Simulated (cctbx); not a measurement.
**Accept or mend?**

Cell a = 3.9390 Å, b = 3.9390 Å, c = 7.7170 Å, α = 90.00°, β = 90.00°, γ = 90.00°; space group P4/nmm (no. 129, origin choice 1). The compound is DyVAs.

The data are simulated with cctbx, not measured: Mo Kα, λ = 0.71073 Å, to d = 0.7 Å, 95 % of the full sphere, strongest reflection 20000 counts, noise from counting, a 2 % proportional error and a noise floor of 4 counts (s.d.); no absorption.

An anisotropic refinement with weights 1/σ² prints:

```text
Rint 0.023, 138 unique reflections to 0.70 A
cycle     R1     wR2    GooF  max shift (A)
   1  0.0154  0.0416   3.642   0.00032
   2  0.0092  0.0234   2.053   0.00000
final R1 0.0092 wR2 0.0234 GooF 2.053  parameters 8  data/parameter 17.2
atom        x        y        z      Ueq    occ   su(xyz)  su(Uiso or U11)
Er1    0.50000  0.00000  0.34407   0.0030  1.000  0.00003  0.0001
As1    0.50000  0.00000  0.74268   0.0024  1.000  0.00008  0.0002
V1     0.50000  0.50000  0.00000   0.0031  1.000  0.00000  0.0003
difference map: max 1.54 min -0.59 rms 0.21
Q1    0.0000  0.5000  0.2249    2    1.55  0.25 A from As1
Q2    0.0000  0.0000  0.0000    2    0.92  0.00 A from V1
Q3    0.0000  0.0000  0.3768    4    0.55  1.99 A from Er1
Q4    0.1351  0.3649  0.7002    8    0.42  0.83 A from Er1
Q5    0.0000  0.0000  0.1693    4    0.37  1.31 A from V1
Q6    0.0000  0.2923  0.6050    8    0.32  0.91 A from Er1
```

Q: Accept it or mend it, and why?

Mend it. The fault: wrong element: Er1 is Dy. Against the right model at the same level, R1 goes from 0.0047 to 0.0092 and GooF from 0.98 to 2.05, U of As1 shrinks from 0.0037 to 0.0024 Å² and the top difference peak, 1.6 e/Å³, lies on As1. Er1 has 2 electrons too many and its U swells to shed them, as expected (near an absorption edge f′ can widen the mismatch well beyond the difference in Z).

The compound is DyVAs. The right model at the same level gives:

```text
Rint 0.023, 138 unique reflections to 0.70 A
cycle     R1     wR2    GooF  max shift (A)
   1  0.0076  0.0189   1.653   0.00012
   2  0.0047  0.0112   0.978   0.00000
final R1 0.0047 wR2 0.0112 GooF 0.978  parameters 8  data/parameter 17.2
atom        x        y        z      Ueq    occ   su(xyz)  su(Uiso or U11)
Dy1    0.50000  0.00000  0.34407   0.0027  1.000  0.00002  0.0001
As1    0.50000  0.00000  0.74266   0.0037  1.000  0.00004  0.0001
V1     0.50000  0.50000  0.00000   0.0045  1.000  0.00000  0.0001
difference map: max 0.42 min -0.46 rms 0.10
Q1    0.0000  0.0000  0.3753    4    0.42  1.98 A from Dy1
Q2    0.0000  0.5000  0.2077    2    0.35  0.38 A from As1
Q3    0.0952  0.4048  0.2790    8    0.34  0.56 A from As1
Q4    0.1114  0.3886  0.7018    8    0.31  0.71 A from Dy1
Q5    0.1288  0.1970  0.1389   16    0.26  1.42 A from V1
Q6    0.0885  0.4115  0.8620    8    0.24  1.67 A from Dy1
```

The model is made up (kin elements in a known structure type, no relaxation), so it says nothing on whether the phase exists.

[Middle refinement cycles are left out of these outputs.]

[Logs are printed without paths, hosts, clocks, repeated set-up lines and the standing remarks that a program may print on its own settings, such as how far it seeks lower states.]
